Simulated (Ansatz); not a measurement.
# Cr2Tc: relaxing a made-up structure

This structure for Cr2Tc is made up. Its elements were placed in a known structure type with a cell scaled to their sizes. What cell does the guess relax to, and how far off was it?

Main program and level: Ansatz 0.2.0; DFT, PBE, plane-wave PAW, default files, scalar-relativistic, ferromagnetic start, cell and ions relaxed at zero pressure, in the first sound run; inputs show where later runs differ.

### Step 1. The starting structure

It takes space group Fmmm (No. 69, orthorhombic). Conventional cell: a = 2.951 Å, b = 4.208 Å, c = 12.333 Å, α = 90.00°, β = 90.00°, γ = 90.00°. Nearest to Tc lie 4 Cr at 2.47 Å and 4 Tc at 2.57 Å. Cr has 2 Tc at 2.47 Å and 6 Cr at 2.57 to 2.66 Å nearest. Farther neighbours are not listed.

Structure file:

```cif
data_structure
_symmetry_space_group_name_H-M 'P 1'
_symmetry_Int_Tables_number 1
_cell_length_a 6.5156
_cell_length_b 6.3406
_cell_length_c 2.5698
_cell_angle_alpha 82.322
_cell_angle_beta 74.670
_cell_angle_gamma 23.009
_cell_volume 38.29
loop_
_atom_site_label
_atom_site_type_symbol
_atom_site_fract_x
_atom_site_fract_y
_atom_site_fract_z
_atom_site_occupancy
Tc1 Tc 0.00000 0.00000 0.00000 1
Cr2 Cr 0.66040 0.66040 0.33960 1
Cr3 Cr 0.33960 0.33960 0.66040 1
```

### Step 2. Relaxation of the guess

The guessed cell has no reason to be at equilibrium. It is relaxed with the atoms, within the space group of the guess.

input.yaml reads:

```yaml
crystal:
  lattice:
    - [0.0, 2.104, 6.1665]
    - [1.4755, 0.0, 6.1665]
    - [1.4755, 2.104, 0.0]
  atoms:
    - { symbol: Tc, position: [0.0, 0.0, 0.0] }
    - { symbol: Cr, position: [0.6604, 0.6604, 0.3396], spin: 3.0 }
    - { symbol: Cr, position: [0.3396, 0.3396, 0.6604], spin: 3.0 }
magnetization:
  spin_polarized: true
kpoints:
  mp_grid: { grid: [11, 11, 11] }
scf:
  occupations: { method: fermi_dirac, width: 0.05 }
hamiltonian:
  xc: pbe
  pseudopotentials: { kind: paw }
relax:
  f_tol: 0.015
  max_steps: 70
  cell: {}
output:
  forces: true
  stress: true
```

Started as:

```bash
> ansatz run input.yaml --threads 4 --pin off --max-ram 8192MiB --backend cpu --events-out ev --progress --plain --runs-dir out
```

Numbers of over 12 decimals in the logs are rounded to 6 here.

The program printed:

```text
basis.fft_grid_basis auto: the FFT boxes are laid along the combinations [[1, -1, 0], [0, 1, 0], [0, 0, 1]] of the cell's own vectors, 2.570, 6.341 and 2.570 Å long. The dense box has 20×48×20 points. Along the cell's own vectors, as sized, it would have 48×48×20, 2.40 times as many. basis.fft_grid_basis: typed keeps the cell's own vectors: state it where this run's energies or levels are differenced outside the engine with another run's, or held beside a run that keeps those vectors.
Engine: ansatz 0.2.0, aarch64-unknown-linux-gnu
Pseudopotentials: kind: paw
Pseudopotential: Tc, paw, valence charge 15, recommended cutoff 500 eV (normal), Tc.paw.azcp
Pseudopotential: Cr, paw, valence charge 14, recommended cutoff 420 eV (normal), Cr.paw.azcp
Functional definition: PBE
  parameter kappa = 0.804
  parameter beta = 0.066725
  exchange = pbe_x(kappa = kappa, mu = beta*pi^2/3)
  correlation = pbe_c(beta = beta)
Crystal: 3 atoms, lattice volume = 38.287 Å³
Basis set: ecut = 500 eV, 969 PW (Γ), FFT grids on a1−a2, a2, a3, exchange–correlation on 40×96×40 points (8 copies of the dense FFT grid, shifted against one another)
Bands: 30, of which v1, the nominal top of the filled ones, is band 22 counted from 1 (21 counted from 0)
Symmetry: 8 space group operations
Space group: Fmmm (ITA 69), of the structure as read, at distance tolerance 3.4e-5 Å
Magnetic group: BNS 69.521 (UNI 619), of the structure as read, at distance tolerance 3.4e-5 Å
k-points: 216 of 1331
Non-local potential: Tc, projectors of the file, l = 0: 3, l = 1: 3, l = 2: 2, l = 3: 2
Non-local potential: Cr, projectors of the file, l = 0: 3, l = 1: 2, l = 2: 3, l = 3: 1
PAW form: soft (Blöchl's): semilocal exchange-correlation on the pseudo side does not see the compensation charge
PAW one-centre angular grid: Tc, 590 points (default); XC on 64 Gauss nodes
PAW one-centre angular grid: Cr, 590 points (default); XC on 64 Gauss nodes
Initial density: superposition of atomic densities (chi_scale 0.1, normalization cell)
Starting moments: Σ|m| = 6 μB on 2 of 3 sites
Initial wavefunctions: pseudopotential atomic-orbital guess
Functional: x = pbe(κ = 0.804, μ = 0.219515), c = pbe(β = 0.066725)
SCF iter   1: F=—  HF=-12154.953661 eV  |F-HF|=—  |Δ(HF+E_count)|=         —  Δρ=1.77e-1 (↑1.77e-1 ↓6.78e-2)  dr2=3.79e1  dr2_m=1.61e0  M=3.767 μB ∫|m|=4.049 μB  β_m=0.30  ethr=3.10e-3  ⟨swp⟩=5.1  Hψ=45465  notcnv=0
Mixer restart at iter 1: flushing history
preconditioner: auto → Kerker (q_TF=auto, 2.782 Å⁻¹)  [metal: Δε(μ)=0.001 eV  Ē_g=6.262 eV  σ=0.050 eV  W_gap=0.01  n_scr=12 (ndim 8)  ℏωp=26.2 eV  f_vac=0.000  D(μ)=4.36/eV (n_scr^D=60)]
spin=Collinear: Kerker preconditioning applied to the charge; magnetization (m = ρ↑ − ρ↓) channel mixes plain (no charge-response kernel on spin).
SCF iter   2: F=—  HF=-12152.443922 eV  |F-HF|=—  |Δ(HF+E_count)|=    2.51e0  Δρ=8.54e-2 (↑8.54e-2 ↓3.48e-2)  dr2=6.49e0  dr2_m=6.43e-1  M=3.422 μB ∫|m|=4.021 μB  β_m=0.40  ethr=3.10e-3  ⟨swp⟩=2.8  Hψ=28931  notcnv=0  defer=383
SCF iter   3: F=—  HF=-12151.810204 eV  |F-HF|=—  |Δ(HF+E_count)|=         —  Δρ=4.06e-2 (↑4.06e-2 ↓3.11e-2)  dr2=5.94e-1  dr2_m=3.10e-1  M=2.857 μB ∫|m|=3.619 μB  β_m=0.40  ethr=3.10e-3  ⟨swp⟩=2.2  Hψ=23123  notcnv=0  defer=367
Mixer restart at iter 3: flushing history
SCF iter   4: F=—  HF=-12151.950888 eV  |F-HF|=—  |Δ(HF+E_count)|=   1.41e-1  Δρ=3.36e-2 (↑3.36e-2 ↓2.86e-2)  dr2=2.41e-1  dr2_m=2.72e-1  M=2.530 μB ∫|m|=3.306 μB  β_m=0.46  ethr=1.38e-3  ⟨swp⟩=2.0  Hψ=17938  notcnv=0  defer=372
SCF iter   5: F=—  HF=-12153.508882 eV  |F-HF|=—  |Δ(HF+E_count)|=         —  Δρ=9.00e-2 (↑9.00e-2 ↓8.30e-2)  dr2=5.38e-2  dr2_m=2.61e0  M=0.290 μB ∫|m|=0.573 μB  β_m=1.00  ethr=5.61e-4  ⟨swp⟩=2.1  Hψ=21275  notcnv=0  defer=372
Mixer restart at iter 5: flushing history
SCF iter   6: F=—  HF=-12152.952258 eV  |F-HF|=—  |Δ(HF+E_count)|=   5.57e-1  Δρ=1.63e-2 (↑4.48e-3 ↓1.63e-2)  dr2=6.18e-2  dr2_m=3.56e-2  M=0.142 μB ∫|m|=0.255 μB  β_m=0.70  ethr=1.16e-4  ⟨swp⟩=2.9  Hψ=25720  notcnv=0  defer=223
SCF iter   7: F=—  HF=-12152.954451 eV  |F-HF|=—  |Δ(HF+E_count)|=   2.19e-3  Δρ=8.98e-3 (↑8.98e-3 ↓4.89e-3)  dr2=5.87e-3  dr2_m=1.61e-2  M=0.077 μB ∫|m|=0.140 μB  β_m=0.80  ethr=1.16e-4  ⟨swp⟩=2.3  Hψ=26541  notcnv=0  defer=239
SCF iter   8: F=—  HF=-12152.952423 eV  |F-HF|=—  |Δ(HF+E_count)|=   2.03e-3  Δρ=5.40e-3 (↑2.03e-3 ↓5.40e-3)  dr2=5.00e-3  dr2_m=4.70e-3  M=0.042 μB ∫|m|=0.076 μB  β_m=0.90  ethr=1.37e-5  ⟨swp⟩=2.0  Hψ=25736  notcnv=0  defer=239
SCF iter   9: F=—  HF=-12152.951225 eV  |F-HF|=—  |Δ(HF+E_count)|=   1.20e-3  Δρ=1.13e-3 (↑5.40e-4 ↓1.13e-3)  dr2=1.65e-3  dr2_m=3.54e-5  M=-0.005 μB ∫|m|=0.008 μB  β_m=0.95  ethr=1.16e-5  ⟨swp⟩=2.3  Hψ=24245  notcnv=0  defer=232
SCF iter  10: F=—  HF=-12152.951238 eV  |F-HF|=—  |Δ(HF+E_count)|=   1.30e-5  Δρ=3.72e-4 (↑3.72e-4 ↓3.61e-4)  dr2=3.11e-4  dr2_m=1.67e-7  M=0.000 μB ∫|m|=0.001 μB  β_m=0.89  ethr=3.84e-6  ⟨swp⟩=1.4  Hψ=13461  notcnv=0  defer=224
SCF iter  11: F=—  HF=-12152.951193 eV  |F-HF|=—  |Δ(HF+E_count)|=   4.43e-5  Δρ=1.01e-4 (↑1.01e-4 ↓5.67e-5)  dr2=3.77e-6  dr2_m=1.84e-6  M=-0.001 μB ∫|m|=0.002 μB  β_m=0.95  ethr=7.22e-7  ⟨swp⟩=2.0  Hψ=15182  notcnv=0  defer=222
SCF iter  12: F=—  HF=-12152.951193 eV  |F-HF|=—  |Δ(HF+E_count)|=   6.69e-7  Δρ=6.05e-6 (↑6.03e-6 ↓6.05e-6)  dr2=2.85e-8  dr2_m=6.64e-9  M=-0.000 μB ∫|m|=0.000 μB  β_m=0.97  ethr=8.78e-9  ⟨swp⟩=2.2  Hψ=17377  notcnv=0  defer=221
SCF iter  13: F=—  HF=-12152.951193 eV  |F-HF|=—  |Δ(HF+E_count)|=   1.03e-8  Δρ=2.16e-6 (↑1.80e-6 ↓2.16e-6)  dr2=5.86e-9  dr2_m=4.66e-10  M=0.000 μB ∫|m|=0.000 μB  β_m=0.99  ethr=6.63e-11  ⟨swp⟩=2.4  Hψ=19952  notcnv=0  defer=221
SCF iter  14: F=—  HF=-12152.951193 eV  |F-HF|=—  |Δ(HF+E_count)|=  5.00e-10  Δρ=4.97e-7 (↑4.97e-7 ↓4.12e-7)  dr2=5.22e-10  dr2_m=2.70e-11  M=0.000 μB ∫|m|=0.000 μB  β_m=0.99  ethr=1.36e-11  ⟨swp⟩=2.1  Hψ=17190  notcnv=0  defer=221
SCF iter  15: F=-12152.951193 eV  HF=-12152.951193 eV  |F-HF|=5.53e-10  |Δ(HF+E_count)|=  4.00e-11  Δρ=4.07e-7 (↑4.07e-7 ↓3.82e-7)  dr2=5.81e-10  dr2_m=9.90e-13  M=0.000 μB ∫|m|=0.000 μB  ethr=1.21e-12  ⟨swp⟩=1.0  Hψ=27696  notcnv=0
WARN: the starting moments were not kept: the SCF closed with an absolute magnetisation of 2.1e-6 μB, where they sum to 6 μB in size (2 sites). That is at most 0.1 of that sum. Measured as dr2_m measures the in/out step, that magnetisation stands 1.7e-12 eV from none, at or under the dr2_threshold of 1.0e-7 eV: it is no larger than a step whose dr2_m would equal this threshold. The system may hold no moment; this SCF [...]
[...]
SCF iter   8: F=—  HF=-12153.253584 eV  |F-HF|=—  |Δ(HF+E_count)|=   7.84e-8  Δρ=1.50e-5 (↑1.50e-5 ↓1.18e-5)  dr2=4.61e-7  dr2_m=1.19e-9  M=0.000 μB ∫|m|=0.000 μB  β_m=0.91  ethr=8.81e-10  ⟨swp⟩=2.0  Hψ=17103  notcnv=0
SCF iter   9: F=—  HF=-12153.253584 eV  |F-HF|=—  |Δ(HF+E_count)|=   6.57e-9  Δρ=1.83e-6 (↑1.17e-6 ↓1.83e-6)  dr2=4.72e-9  dr2_m=1.97e-10  M=-0.000 μB ∫|m|=0.000 μB  β_m=0.95  ethr=8.81e-10  ⟨swp⟩=1.6  Hψ=13349  notcnv=0
SCF iter  10: F=-12153.253584 eV  HF=-12153.253584 eV  |F-HF|=8.80e-10  |Δ(HF+E_count)|=  3.02e-10  Δρ=7.82e-7 (↑5.33e-7 ↓7.82e-7)  dr2=9.99e-10  dr2_m=9.60e-12  M=-0.000 μB ∫|m|=0.000 μB  ethr=1.10e-11  ⟨swp⟩=1.0  Hψ=31712  notcnv=0
the starting moments were not kept: the SCF closed with an absolute magnetisation of 7.0e-6 μB, where they sum to 6 μB in size (2 sites). That is at most 0.1 of that sum. Measured as dr2_m measures the in/out step, that magnetisation stands 1.1e-11 eV from none, at or under the dr2_threshold of 3.0e-7 eV: it is no larger than a step whose dr2_m would equal this threshold.
SCF 3 converged in 10 iterations: F = -12153.253584 eV  dr2 = 9.99e-10
relax step   3: F+E_penalty+E_count = -12153.25358352 eV  Δ(F+E_penalty+E_count) = -1.759e-2 eV  max|allowed force component| = 1.283e-1 eV/Å  Δτ_max = 0.0458 Å  P = +3.332 GPa  Ω = 37.623 Å³  energy of the carried Pulay correction = +2.469e-4 eV  (10 SCF iters, dr2 threshold 3.00e-7 eV, accepted)
[...]
relax step   4: F+E_penalty+E_count = -12153.25814829 eV  Δ(F+E_penalty+E_count) = -4.565e-3 eV  max|allowed force component| = 2.356e-2 eV/Å  Δτ_max = 0.0062 Å  P = -1.632 GPa  Ω = 38.319 Å³  energy of the carried Pulay correction = -1.166e-5 eV  (10 SCF iters, dr2 threshold 3.00e-7 eV, accepted)
[...]
relax step   5: F+E_penalty+E_count = -12153.25955710 eV  Δ(F+E_penalty+E_count) = -1.409e-3 eV  max|allowed force component| = 4.814e-3 eV/Å  Δτ_max = 0.0019 Å  P = -0.012 GPa  Ω = 38.084 Å³  energy of the carried Pulay correction = +7.497e-5 eV  (10 SCF iters, dr2 threshold 3.00e-7 eV, accepted)
[...]
relax step   6: F+E_penalty+E_count = -12153.25956026 eV  Δ(F+E_penalty+E_count) = -3.160e-6 eV  max|allowed force component| = 1.650e-4 eV/Å  Δτ_max = 0.0003 Å  P = -0.007 GPa  Ω = 38.083 Å³  energy of the carried Pulay correction = +7.532e-5 eV  (8 SCF iters, dr2 threshold 7.51e-9 eV, accepted)
Initial wavefunctions: pseudopotential atomic-orbital guess (no wavefunctions were taken with the density)
iter 1 solved again at ethr=2.35e-9 eV; its pass at ethr=3.10e-3 eV (dr2=1.01e-6 eV) is discarded
SCF iter   1: F=—  HF=-12153.259473 eV  |F-HF|=—  |Δ(HF+E_count)|=         —  Δρ=2.83e-5 (↑2.83e-5 ↓2.83e-5)  dr2=3.09e-7  dr2_m=1.91e-12  M=-0.000 μB ∫|m|=0.000 μB  β_m=0.65  ethr=2.35e-9  ⟨swp⟩=4.0  Hψ=87585  notcnv=0
SCF iter   2: F=—  HF=-12153.259475 eV  |F-HF|=—  |Δ(HF+E_count)|=   1.74e-6  Δρ=2.82e-5 (↑2.82e-5 ↓2.82e-5)  dr2=4.18e-6  dr2_m=4.82e-13  M=-0.000 μB ∫|m|=0.000 μB  β_m=0.23  ethr=7.19e-10  ⟨swp⟩=2.7  Hψ=22543  notcnv=0  recentre
SCF iter   3: F=—  HF=-12153.259474 eV  |F-HF|=—  |Δ(HF+E_count)|=   7.63e-7  Δρ=1.76e-5 (↑1.76e-5 ↓1.76e-5)  dr2=2.61e-8  dr2_m=9.87e-13  M=-0.000 μB ∫|m|=0.000 μB  β_m=0.35  ethr=7.19e-10  ⟨swp⟩=2.0  Hψ=17524  notcnv=0
SCF iter   4: F=—  HF=-12153.259475 eV  |F-HF|=—  |Δ(HF+E_count)|=   7.57e-7  Δρ=4.85e-6 (↑4.85e-6 ↓4.85e-6)  dr2=3.73e-8  dr2_m=1.84e-13  M=0.000 μB ∫|m|=0.000 μB  β_m=0.50  ethr=6.07e-11  ⟨swp⟩=1.1  Hψ=13005  notcnv=0
SCF iter   5: F=—  HF=-12153.259475 eV  |F-HF|=—  |Δ(HF+E_count)|=   6.16e-8  Δρ=1.99e-6 (↑1.99e-6 ↓1.99e-6)  dr2=4.47e-9  dr2_m=5.69e-14  M=0.000 μB ∫|m|=0.000 μB  β_m=0.58  ethr=6.07e-11  ⟨swp⟩=2.0  Hψ=16061  notcnv=0
SCF iter   6: F=—  HF=-12153.259475 eV  |F-HF|=—  |Δ(HF+E_count)|=   1.80e-8  Δρ=8.26e-7 (↑8.23e-7 ↓8.26e-7)  dr2=1.48e-9  dr2_m=1.03e-14  M=0.000 μB ∫|m|=0.000 μB  β_m=0.64  ethr=1.04e-11  ⟨swp⟩=2.0  Hψ=16379  notcnv=0
SCF iter   7: F=—  HF=-12153.259475 eV  |F-HF|=—  |Δ(HF+E_count)|=   2.81e-9  Δρ=1.13e-7 (↑1.12e-7 ↓1.13e-7)  dr2=8.35e-12  dr2_m=5.27e-16  M=0.000 μB ∫|m|=0.000 μB  β_m=0.74  ethr=3.45e-12  ⟨swp⟩=2.0  Hψ=20481  notcnv=0
SCF iter   8: F=-12153.259475 eV  HF=-12153.259475 eV  |F-HF|=7.28e-12  |Δ(HF+E_count)|=  1.42e-10  Δρ=5.87e-8 (↑5.85e-8 ↓5.87e-8)  dr2=1.10e-11  dr2_m=2.87e-17  M=0.000 μB ∫|m|=0.000 μB  ethr=1.00e-12  ⟨swp⟩=4.0  Hψ=50905  notcnv=0
the starting moments were not kept: the SCF closed with an absolute magnetisation of 9.1e-9 μB, where they sum to 6 μB in size (2 sites). That is at most 0.1 of that sum. Measured as dr2_m measures the in/out step, that magnetisation stands 2.2e-17 eV from none, at or under the dr2_threshold of 3.0e-11 eV: it is no larger than a step whose dr2_m would equal this threshold.
SCF 7 converged in 8 iterations: F = -12153.259475 eV  dr2 = 1.10e-11
relax step   7: F+E_penalty+E_count = -12153.25947483 eV  Δ(F+E_penalty+E_count) = +8.543e-5 eV  max|allowed force component| = 9.518e-5 eV/Å  Δτ_max = 0.0000 Å  P = -0.003 GPa  Ω = 38.083 Å³  stress off target by 2.57e-2 GPa  SCF on the basis re-selected at this cell (its energy is not comparable with the rows above)  (8 SCF iters)
basis re-selected at this cell: Δ(F+E_penalty+E_count) = +8.543e-5 eV, ΔP = +0.004 GPa vs the last step (what re-selecting the basis moved, of the pressure what is left beyond the Pulay correction that the steps carried, after the strain that the cell walked since its last selection, with what the two solves' SCF thresholds leave and, on support functions, any second-order correction that the steps lacked; it is no m [...]
SCF converged after 8 iterations
Magnetization: 0.0000 μB (21.5000 up, 21.5000 down)
Absolute magnetization: 0.0000 μB (∫|ρ↑−ρ↓|, with the PAW one-centre terms)
Spin contamination: 0.0000 ħ² per cell (⟨S²⟩ above its minimum at these occupations)
Per-site moments (μB) at R_I (Å): [(-1.1810290009506523e-9, 1.061543), (2.52152846844384e-9, 0.990206), (2.5215284661188947e-9, 0.990206)]
Free energy (F): -12153.259475 eV
Harris-Foulkes:  -12153.259475 eV  (|F-HF|=7.28e-12)
Internal energy: -12153.234551 eV  (E = F + TS)
E sigma→0 (E₀):  -12153.247013 eV
Entropy (-TS):   -0.024924 eV (-8.308 meV/atom)
Fermi energy:    20.478850 eV
--- Per-component energies (eV) ---
  E_band       = -350.115838
  E_kinetic    = 1309.453760
  E_local      = -3603.367028  (includes V_loc(G=0)·N_el)
  E_nonlocal   = 443.106677
  E_hartree    = 1375.754069
  E_xc         = -519.768289
  E_vxc        = -652.549046  (∫ρ·V_xc dr)
  E_paw        = -5667.600289  (= ΣΔE_a)
  E_vpaw       = -598.268674  (= ΣTr[D̂ρ^β])
  E_aug_tail   = 0.000412  (compensation charges beyond the density's cutoff)
  E_ewald      = -5490.813863
  E_smearing   = -0.024924  (= −TS)
  E_closure    = 0.000000  (closes the sum)
  Σ components = -12153.259475   (vs F -12153.259475, Δ=0.00e0)
--- Forces (eV/Å), atoms counted from 1 ---
  atom   1  Tc     0.00000000     0.00000000     0.00000000
  atom   2  Cr     0.00000000    -0.00000000     0.00009518
  atom   3  Cr     0.00000000     0.00000000    -0.00009518
  max |Σ_I F_I| component: 1.97e-31 eV/Å
--- Stress (GPa, compression-positive) ---
       -0.025720       0.000000       0.000000
        0.000000       0.003111      -0.000000
        0.000000      -0.000000       0.012957
  P = ⅓ Tr σ = -0.0032 GPa (-0.032 kbar)
--- Relaxed structure (6 steps of the walk, 6 accepted, 1 SCFs on fresh bases) ---
  F+E_penalty+E_count = -12153.25947483 eV   max|allowed force component| = 9.518e-5 eV/Å   (the final SCF, on the basis selected at the relaxed cell)
  cell:  # Å, volume = 38.0835 Å³
    - [0.0, 2.109765, 6.124842]
    - [1.473593, 0.0, 6.124842]
    - [1.473593, 2.109765, 0.0]
  atoms:
    - { symbol: Tc, position: [-9.62621729402114e-19, -9.62621729402114e-19, 9.62621729402114e-19] }
    - { symbol: Cr, position: [0.672652, 0.672652, 0.327348] }
    - { symbol: Cr, position: [0.327348, 0.327348, 0.672652] }
```

Run time: 59 s. Hardware: 4 threads of Arm Neoverse V2, shared host; peak memory 0.71 GiB.

Step by step:

```
step  energy less that of the first step (eV)  largest force component (eV/Å)  pressure (GPa)  volume (Å³)
   1                                   0.0000                          1.9853            3.91        38.29
   2                                  -0.2848                          0.5619            0.37        38.09
   3                                  -0.3024                          0.1283            3.33        37.62
   4                                  -0.3070                          0.0236           -1.63        38.32
   5                                  -0.3084                          0.0048           -0.01        38.08
   6                                  -0.3084                          0.0002           -0.01        38.08
  7*                                  -0.3083                          0.0001            0.00        38.08
```

Relaxation steps marked * repeat the geometry before them on a plane-wave basis chosen anew for their cell, so energy and pressure can jump there.

The run keeps the 8 symmetry operations that it works with, so distortions that break them were not tested.

```csv
"conventional cell, symmetrised",before,after,change
a (Å),2.951,2.947,-0.1 %
b (Å),4.208,4.220,+0.3 %
c (Å),12.333,12.250,-0.7 %
volume (Å³/atom),12.76,12.69,-0.5 %
```

The atoms that moved most (Å, as changes of fractional coordinates times the final cell):

```csv
atom,dx,dy,dz,length
Cr3,0.000,0.000,-0.150,0.150
Cr2,0.000,0.000,0.150,0.150
```

Final coordinates:

```xyz
3
Lattice="0.0000 2.1098 6.1248 1.4736 0.0000 6.1248 1.4736 2.1098 0.0000" Properties=species:S:1:pos:R:3 pbc="T T T"
Tc    0.0000    0.0000    0.0000
Cr    1.4736    2.1098    8.2398
Cr    1.4736    2.1098    4.0099
```

Numbers from this step:

| Item | Value |
| --- | --- |
| free energy | -12153.2595 eV |
| energy at zero smearing | -12153.2470 eV |
| smearing term TS | 0.02492 eV |
| Fermi energy | 20.48 eV |
| electrons | 43 |
| symmetry operations | 8 |
| pressure | -0.003217 GPa |

The shortest distance of each pair, which need not be the same contact before and after:

```
 pair  guess (Å)  relaxed (Å)
Cr–Cr      2.570        2.401
Tc–Tc      2.570        2.573
Cr–Tc      2.468        2.578
```

The relaxation ends with a largest force component of 9.5e-5 eV/Å and a pressure of 0.00 GPa. No moment survives the cycle: this start ends non-magnetic.

(Part 1 of 2 ends here.)

[Logs are printed without paths, hosts, clocks, repeated set-up lines and the standing remarks that a program may print on its own settings, such as how far it seeks lower states.]

[Hosts, paths, dates, database ids (printed as entryN), source tags and the programs' standing remarks are cut or masked in the printed files.]
